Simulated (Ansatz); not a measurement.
# Structural relaxation of a frame of liquid Al2O3 from 2400 K (135 atoms), part 2 of 2

Aim: bring a frame of liquid Al2O3 from 2400 K (135 atoms) to a nearby minimum of the energy and see what moves.

Ansatz 0.2.0; Kohn-Sham DFT, PBEsol, PAW (set soft_2), plane waves.

The cell: 54 Al and 81 O. The network of bonds at the start is that of the classical potential that made the cell. Sampling is at Γ alone, for a cell whose shortest periodic width is 12 Å.

So far. Step 3 (Relaxation): The relaxation changed the energy by -419 meV/atom, and atoms moved by 0.54 Å r.m.s., 1.2 Å at most.

## (4) Distances and neighbours after relaxation

Bonds before and after, by the cutoffs listed below:

```csv
pair,bonds before,bonds after,mean before (Å),mean after (Å),spread before (Å),spread after (Å)
O-Al,223,241,1.852,1.852,0.193,0.098
```

Density 2.92 g/cm³, 11.59 Å³ an atom.

Pair distribution functions g(r), in bins of 0.2 Å:

```csv
r (Å),total,O-O,O-Al,Al-Al
1.60,0.07,0.00,0.15,0.00
1.80,3.83,0.00,7.98,0.00
2.00,0.81,0.00,1.70,0.00
2.20,0.10,0.00,0.21,0.00
2.40,0.30,0.60,0.17,0.00
2.60,0.81,1.85,0.10,0.55
2.80,1.41,2.90,0.23,1.57
3.00,1.43,2.42,0.49,1.99
3.20,1.10,1.15,0.53,2.71
3.40,0.93,0.59,0.89,1.82
3.60,0.87,0.46,1.26,0.61
3.80,0.89,0.67,1.13,0.65
4.00,0.85,0.44,1.31,0.45
4.20,0.97,0.51,1.49,0.46
4.40,1.12,0.80,1.50,0.71
4.60,1.06,1.04,1.12,0.93
4.80,1.08,1.18,0.99,1.15
5.00,0.97,1.27,0.70,1.11
5.20,1.00,1.46,0.66,0.96
5.40,1.01,1.37,0.70,1.10
5.60,0.95,1.07,0.78,1.20
```

Bonds by pair of elements; cutoffs follow the first minimum of g(r), held within bounds set by covalent radii, and pairs that aren't listed don't count as bonded:

```csv
pair A-B,cutoff (Å),bonds,mean length (Å),spread (Å),shortest (Å),B about A,A about B
O-Al,2.33,241,1.85,0.098,1.69,2.98,4.46
```

How many atoms have how many bonded neighbours:

```csv
element,mean,2,3,4,5,6
Al,4.46,0,0,33,17,4
O,2.98,8,67,6,0,0
```

Bond angles, per cent of each kind in bins of 5°:

```csv
angle (°),O-Al-O,Al-O-Al
70–75,0.2,0.0
75–80,4.4,0.0
80–85,10.0,1.2
85–90,9.3,5.3
90–95,8.4,11.0
95–100,11.4,9.0
100–105,8.6,4.1
105–110,9.8,6.5
110–115,11.2,10.6
115–120,7.0,9.4
120–125,4.4,10.6
125–130,2.3,9.0
130–135,1.4,8.6
135–140,0.5,4.1
140–145,1.2,2.5
145–150,0.7,4.9
150–155,1.9,1.6
155–160,2.3,0.4
160–165,0.9,0.8
165–170,2.3,0.4
170–175,1.4,0.0
```

Bond angles (no mean is given where the spread exceeds 20°):

```csv
angle,count,mean (°),spread (°)
O-Al-O,428,-,-
Al-O-Al,245,116,18.5
```

Oxygen atoms by the number of network formers (Si, P, Ge, B, Al, As, Ga) bound to them:

```csv
network formers bound to O,O atoms,per cent
0,0,0
1,0,0
2,8,9.9
3,67,82.7
4,6,7.4
```

Network units: each former by its oxygen neighbours and how many of them bridge to another former:

```csv
former,O neighbours,bridging O,atoms
Al,4,4,33
Al,5,5,17
Al,6,6,4
```

Bond length by coordination (bonds to H left out):

```csv
element,coordination,atoms,mean bond length (Å)
Al,4,33,1.8
Al,5,17,1.90
Al,6,4,1.97
O,2,8,1.73
O,3,67,1.85
O,4,6,1.97
```

Rings of the network by King's shortest-path rule, up to 12 atoms, one path for each pair of neighbours; H, halogens, alkali and alkaline-earth atoms are left out, and the last column divides by all other atoms, bonded or not:

```csv
ring size (atoms),rings,per network atom
4,36,0.267
6,86,0.637
8,101,0.748
10,33,0.244
12,1,0.007
```

For some of the pairs, g(r) has its first main peak near 2.8 Å (O-O), 1.8 Å (O-Al) and 3.2 Å (Al-Al). Counting bonds as in the table, 61 % of Al atoms have 4 and 83 % of O atoms have 3 bonded neighbours. 10 % of the oxygens bridge two formers (Al) and 0 % are non-bridging; 83 % join three; 7 % join four. The commonest Al unit has 4 oxygens, 4 of them shared with other formers (33 of 54 atoms). Bonds at O atoms with 2 neighbours average 1.73 Å, against 1.97 Å at those with 4. Rings of 8 atoms are the most common (39 % of those counted); sizes run from 4 to 12, where the search stops.

## (5) Single point at the relaxed geometry

The electronic structure is read at the final geometry, in a run of its own.

input.yaml reads:

```yaml
crystal:
  lattice:
    - [11.6084, 0.0, 0.0]
    - [0.0, 11.6084, 0.0]
    - [0.0, 0.0, 11.6084]
  atoms:
    - { symbol: Al, position: [0.50275, 0.75108, 0.60812] }
    - { symbol: Al, position: [0.48869, 0.67459, 0.3955] }
    - { symbol: Al, position: [0.1696, 0.24091, 0.35542] }
    - { symbol: Al, position: [0.53437, 0.88052, 0.25471] }
    - { symbol: Al, position: [0.82714, 0.89014, 0.2744] }
    - { symbol: Al, position: [0.53585, 0.0794, 0.42795] }
    - { symbol: Al, position: [0.90404, 0.04496, 0.95058] }
    - { symbol: Al, position: [0.0618, 0.01912, 0.38152] }
    - { symbol: Al, position: [0.91907, 0.58441, 0.37566] }
    - { symbol: Al, position: [0.43562, 0.59324, 0.1954] }
    - { symbol: Al, position: [0.3796, 0.30011, 0.14834] }
    - { symbol: Al, position: [0.76384, 0.94553, 0.72176] }
    - { symbol: Al, position: [0.87979, 0.70141, 0.08141] }
    - { symbol: Al, position: [0.52086, 0.29574, 0.49978] }
    - { symbol: Al, position: [0.3309, 0.20559, 0.81544] }
    - { symbol: Al, position: [0.04948, 0.92285, 0.1272] }
    - { symbol: Al, position: [0.51783, 0.99155, 0.86181] }
    - { symbol: Al, position: [0.73571, 0.06206, 0.11067] }
    - { symbol: Al, position: [0.43985, 0.43451, 0.95553] }
    - { symbol: Al, position: [0.21331, 0.41388, 0.8094] }
    - { symbol: Al, position: [0.03284, 0.26984, 0.83109] }
    - { symbol: Al, position: [0.10765, 0.77965, 0.94181] }
    - { symbol: Al, position: [0.65455, 0.4771, 0.85412] }
    - { symbol: Al, position: [0.29258, 0.79119, 0.15883] }
    - { symbol: Al, position: [0.68592, 0.85414, 0.46779] }
    - { symbol: Al, position: [0.80056, 0.37455, 0.43534] }
    - { symbol: Al, position: [0.47286, 0.71711, 0.88602] }
    - { symbol: Al, position: [0.02793, 0.77662, 0.55259] }
    - { symbol: Al, position: [0.13064, 0.56551, 0.55532] }
    - { symbol: Al, position: [0.31375, 0.44336, 0.38996] }
    - { symbol: Al, position: [0.24529, 0.80983, 0.47846] }
    - { symbol: Al, position: [0.81389, 0.07474, 0.45591] }
    [... 97 atom lines left out ...]
    - { symbol: O, position: [0.29906, 0.4863, 0.91665] }
    - { symbol: O, position: [0.12777, 0.98591, 0.24132] }
    - { symbol: O, position: [0.50724, 0.06271, 0.00619] }
    - { symbol: O, position: [0.33342, 0.94159, 0.14196] }
    - { symbol: O, position: [0.57952, 0.80066, 0.37515] }
    - { symbol: O, position: [0.05016, 0.98149, 0.97728] }
kpoints:
  mp_grid: { grid: [1, 1, 1] }
hamiltonian:
  xc: pbesol
scf:
  occupations: { method: fermi_dirac, width: 0.025 }
output:
  forces: true
  stress: true
  populations: true
  dos:
    method: { smearing: { sigma: 0.15 } }
    de: 0.1
    projected: { site_lists: { Al: [Al], O: [O] } }
  eigenvalues: true
  write_density: true
  write_potential: true
  volumetric_format: npy
```

Launch:

```
$ ansatz run input.yaml --threads 4 --pin off --max-ram 8192MiB --backend cpu --events-out ev --progress --plain --runs-dir out
```

Numbers of over 12 decimals in the logs are rounded to 6 here.

Output:

```text
[...]
Crystal: 135 atoms, lattice volume = 1564.289 Å³
Basis set: ecut = 420 eV, 30647 PW (Γ), exchange–correlation on 160×160×160 points (8 copies of the dense FFT grid, shifted against one another)
Bands: 459, of which v1, the nominal top of the filled ones, is band 324 counted from 1 (323 counted from 0)
Symmetry: 1 space group operations
[...]
k-points: 1
[...]
SCF iter   1: F=—  HF=-73930.855325 eV  |F-HF|=—  |Δ(HF+E_count)|=         —  Δρ=1.27e-2  dr2=2.04e0  ethr=1.77e-3  ⟨swp⟩=6.0  Hψ=2043  notcnv=0  defer=62
[...]
SCF iter  10: F=-73930.272954 eV  HF=-73930.272954 eV  |F-HF|=3.99e-8  |Δ(HF+E_count)|=   7.92e-8  Δρ=1.25e-6  dr2=3.03e-8  ethr=1.54e-11  ⟨swp⟩=18.0  Hψ=4123  notcnv=0
SCF 1 converged in 10 iterations: F = -73930.272954 eV  dr2 = 3.03e-8
[...]
SCF converged after 10 iterations
Free energy (F): -73930.272954 eV
[...]
Internal energy: -73930.272954 eV  (E = F + TS)
E sigma→0 (E₀):  -73930.272954 eV
Fermi energy:    6.192163 eV
[...]
--- Forces (eV/Å), atoms counted from 1 ---
  atom   1  Al    -0.01299397    -0.00595407    -0.00341936
  atom   2  Al     0.01014959     0.00013223    -0.01389785
  atom   3  Al    -0.00665999    -0.00549989     0.00165880
  atom   4  Al    -0.00586672     0.00347303     0.00360111
  atom   5  Al     0.00181548     0.00675040     0.01016469
  atom   6  Al     0.01005518     0.00439675     0.00624139
  atom   7  Al     0.00721120     0.00501638     0.00785027
  atom   8  Al    -0.00146773     0.00646029    -0.01509973
  atom   9  Al     0.00048339     0.00413022     0.01567005
  atom  10  Al     0.00159799     0.01066709     0.00574321
  atom  11  Al    -0.00774736    -0.01144863    -0.03667345
  atom  12  Al    -0.02045454     0.00784822    -0.01204738
  atom  13  Al     0.00271605    -0.00730338     0.00414776
  atom  14  Al    -0.00017949    -0.00844923    -0.01150923
[...]
atom 134  O      0.00311450     0.00498830     0.00433908
  atom 135  O      0.00087132     0.00224191    -0.00374985
  max |Σ_I F_I| component: 4.07e-5 eV/Å
--- Stress (GPa, compression-positive) ---
       -5.759692      -1.709684      -0.586661
       -1.709675      -3.316270       1.119790
       -0.586654       1.119788      -5.767628
  P = ⅓ Tr σ = -4.9479 GPa (-49.479 kbar)
--- Band table (eV) ---
[...]
--- Löwdin populations: 135 sites ---
  site symbol       q [e]
     0     Al      1.6470
     1     Al      1.6887
     2     Al      1.6834
[...]
134      O      6.7964
  spilling = 0.008708 (of n_electrons = 648.000000)
```

Wall time 26 s (4 threads of Intel Xeon Platinum 8259CL at 2.50GHz (Skylake/Cascade Lake), shared host); peak memory 2.2 GiB; 98 s of CPU time.

The run gave:

```yaml
free_energy: -73930.2730 eV
free_energy_per_atom: -547.6317 eV/atom
scf_cycles: 10
pressure: -4.948 GPa
r_m_s_force_component: 0.00887 eV/Å
longest_force: 0.04166 eV/Å
fermi_energy: 6.192 eV
spacing_of_highest_filled_and_lowest_empty_level: 2.929 eV
spilling_of_the_projection: 0.008708
```

Löwdin charges by element and coordination (they lack the spilled electrons, 0.042 e an atom on average):

```csv
element,coordination,atoms,mean charge (e),spread,least,most
Al,all,54,1.32,0.0316,1.25,1.39
Al,4,33,1.34,0.0228,1.31,1.39
Al,5,17,1.30,0.0197,1.26,1.33
Al,6,4,1.27,0.0128,1.25,1.28
O,all,81,-0.812,0.0195,-0.863,-0.763
O,2,8,-0.84,0.0201,-0.863,-0.810
O,3,67,-0.811,0.0155,-0.843,-0.771
O,4,6,-0.784,0.0096,-0.791,-0.763
```

States in the cell by windows of 1 eV, zero at the Fermi level; the larger projections on atomic orbitals stand beside the total:

```csv
from (eV),to (eV),total,O p,Al p,Al s
-14,-9,0.0,0.0,0.0,0.0
-9,-8,20.2,15.0,1.3,3.5
-8,-7,50.7,37.8,4.5,6.8
-7,-6,62.3,48.2,8.3,3.9
-6,-5,77.7,63.9,9.7,1.9
-5,-4,92.5,81.8,7.3,1.1
-4,-3,93.3,87.0,3.6,0.5
-3,-2,72.8,69.5,1.8,0.2
-2,-1,16.4,15.7,0.4,0.0
-1,1,0.0,0.0,0.0,0.0
1,2,2.0,0.0,0.2,1.2
2,3,2.2,0.3,0.8,0.6
3,4,15.6,2.4,6.0,3.7
4,5,27.7,4.1,12.8,5.1
```

Between -21 and -14 eV lie 162 more states.

The levels nearest the highest filled one (over half full), pooled over k-points and spins:

```csv
level less the highest filled one (eV),occupation
-0.438,2
-0.386,2
-0.356,2
-0.319,2
-0.241,2
0,2
2.93,0
4.35,0
4.58,0
4.72,0
4.77,0
4.83,0
```

Electrostatic potential energy in the ac plane at fractional y = 0.002, with atoms of Al and O within 0.2 Å of it. With pseudopotentials it is smooth inside the atoms' cores, unlike the true potential.

Ten even steps from '0' (-32 eV) to '9' (11 eV), each cell a mean:
```
200388889988888888899998302654456
744555568999998755678999878754457
987557657999997556558999999976678
997556557999987567557999999842589
998755568998424655563258888600079
997337889998425888850016656731378
785127999999999999984356545688766
578778888999999999999987656788644
689876567899999999999999884237755
899875456899999999999999981005888
999876567899999999999999985238999
999988889999999988899988987789999
877789999999999877787212776578999
555568999999999876675000676678898
467558999999986577788546888862257
555568887678830028889999998830017
766657875445740038999999998863268
997101664554787789999999998889999
997101775556899999999988888899999
877768998777899999999987778899999
766789999876789999999875557899998
777889999876678999999875457899998
888899999865458999999987667898888
522699999875568877999998313776678
```
Columns run along a (11.6 Å; values clipped at the 3rd and 97th percentile), rows up along c (11.6 Å). Atoms in or near the plane, at fractional coordinates: Al at (0.06, 0.38), Al at (0.52, 0.86), Al at (0.16, 0.87), O at (0.83, 0.60), O at (0.88, 0.80), O at (0.90, 0.35), O at (0.45, 0.33), O at (0.67, 0.44), O at (0.13, 0.24).

Valence density in the ac plane at fractional y = 0.002, with atoms of Al and O within 0.2 Å of it. It is the smooth field of the valence electrons, not physical close to the nuclei.

Ten steps, logarithmic in the rise over the least value, from '0' (0.0 e/Å³) to '9' (6.4 e/Å³), each cell a mean:
```
799742223332122455421125788632135
677642234432112333321113565432224
233321133322222211122111222344432
112221122223455311234432112478752
123554221135787532367864224699963
246775321135786432479985323578753
346886321123454211357875322345432
234554322111111000123432234443321
122332233321000000001111247876421
222222244431000000000001258997421
222222234321000000001111246875311
233221122110000000123454333443111
223221111100000111235898532222111
222222222100123332246999632244432
211122232211246654234676432468864
322333222222479985222332212479985
234665432113479974211111112368864
236898642112345543112333221234432
136898632233322211113455421111111
124565322455431100012455432222221
222222112466532100001334322234432
222210012355432221111122333334432
444321001233222344321123555333333
688631111222123455421125787532234
```
Columns run along a (11.6 Å), rows up along c (11.6 Å). Atoms in or near the plane, at fractional coordinates: Al at (0.06, 0.38), Al at (0.52, 0.86), Al at (0.16, 0.87), O at (0.83, 0.60), O at (0.88, 0.80), O at (0.90, 0.35), O at (0.45, 0.33), O at (0.67, 0.44), O at (0.13, 0.24).

Mean Löwdin charges: Al +1.32, O -0.81 e (they miss 0.87 % of the electrons, so they add up to more than the cell's charge). The largest share in the top eV of filled states is O p (97 % of the projected weight), and in the lowest eV of empty states Al s (62 % of the projected weight).

Local excerpt of 11 atoms (numbers count through the whole input) about O112, which has 4 bonded neighbours where the commonest count for O is 3; x, y, z are measured from there.

```csv
atom,x,y,z,distance (Å),bonds,Löwdin charge (e)
O112,0.00,0.00,0.00,0.00,4,-0.78
Al45,-0.04,-0.20,-1.81,1.82,4,1.34
Al36,-1.00,0.08,1.55,1.85,4,1.33
Al24,0.34,1.99,-0.01,2.02,6,1.27
Al10,2.00,-0.31,0.42,2.06,5,1.32
O123,1.11,1.10,-1.99,2.53,3,-0.82
O63,-0.34,1.71,1.88,2.56,3,-0.80
O95,1.44,-0.65,2.11,2.64,3,-0.83
O78,1.85,-1.80,-0.56,2.64,3,-0.80
O84,2.07,1.60,0.55,2.67,3,-0.78
O111,-1.30,2.22,-0.86,2.71,3,-0.82
```

The column of bonds counts only the pairs O-Al within 2.33 Å; other neighbours, such as metal atoms beside each other in a compound, aren't counted, and periodic images can show an atom twice.

## (6) What came out

```json
{
  "energy change in the relaxation": "-419.4 meV/atom",
  "r.m.s. displacement": "0.542 Å",
  "largest displacement": "1.22 Å",
  "free energy per atom": "-547.6317 eV/atom",
  "pressure": "-4.948 GPa",
  "r.m.s. force component": "0.00887 eV/Å",
  "gap (highest filled to lowest empty level)": "2.929 eV",
  "wall time of the 3 DFT runs": "4.8 min"
}
```

**Reading.** Relaxation lowers the energy by 419 meV/atom and moves atoms by 0.54 Å r.m.s.; the r.m.s. force component goes from 2.5 to 0.0089 eV/Å, the pressure goes from 3.8 to -4.9 GPa, and the gap from 1.04 to 2.93 eV. By the final cutoffs 13 of 223 bonded pairs parted and 31 joined. From the first step to the last the energy fell by 56.624 eV, and the largest move was 1.22 Å (O58). The O-Al bonds go from 1.852 Å (spread 0.193) to 1.852 Å (spread 0.098), and their number from 223 to 241. Counting bonds as in the table, 61 % of Al atoms have 4 and 83 % of O atoms have 3 bonded neighbours. 10 % of the oxygens bridge two formers (Al) and 0 % are non-bridging; 83 % join three; 7 % join four. Between filled and empty levels lie 2.93 eV (at Γ alone); a semilocal functional tends to put such gaps too low. In a disordered cell it changes from sample to sample and from frame to frame.

What to keep in mind: The starting topology of bonds comes from the classical model; in DFT 13 of its 223 bonded pairs passed out of the cutoffs and 31 came within them. The pressure of -4.9 GPa says that the cell would shrink at this level of theory.

[Logs are printed without paths, hosts, clocks, repeated set-up lines and the standing remarks that a program may print on its own settings, such as how far it seeks lower states.]

[Hosts, paths, dates, database ids (printed as entryN), source tags and the programs' standing remarks are cut or masked in the printed files.]
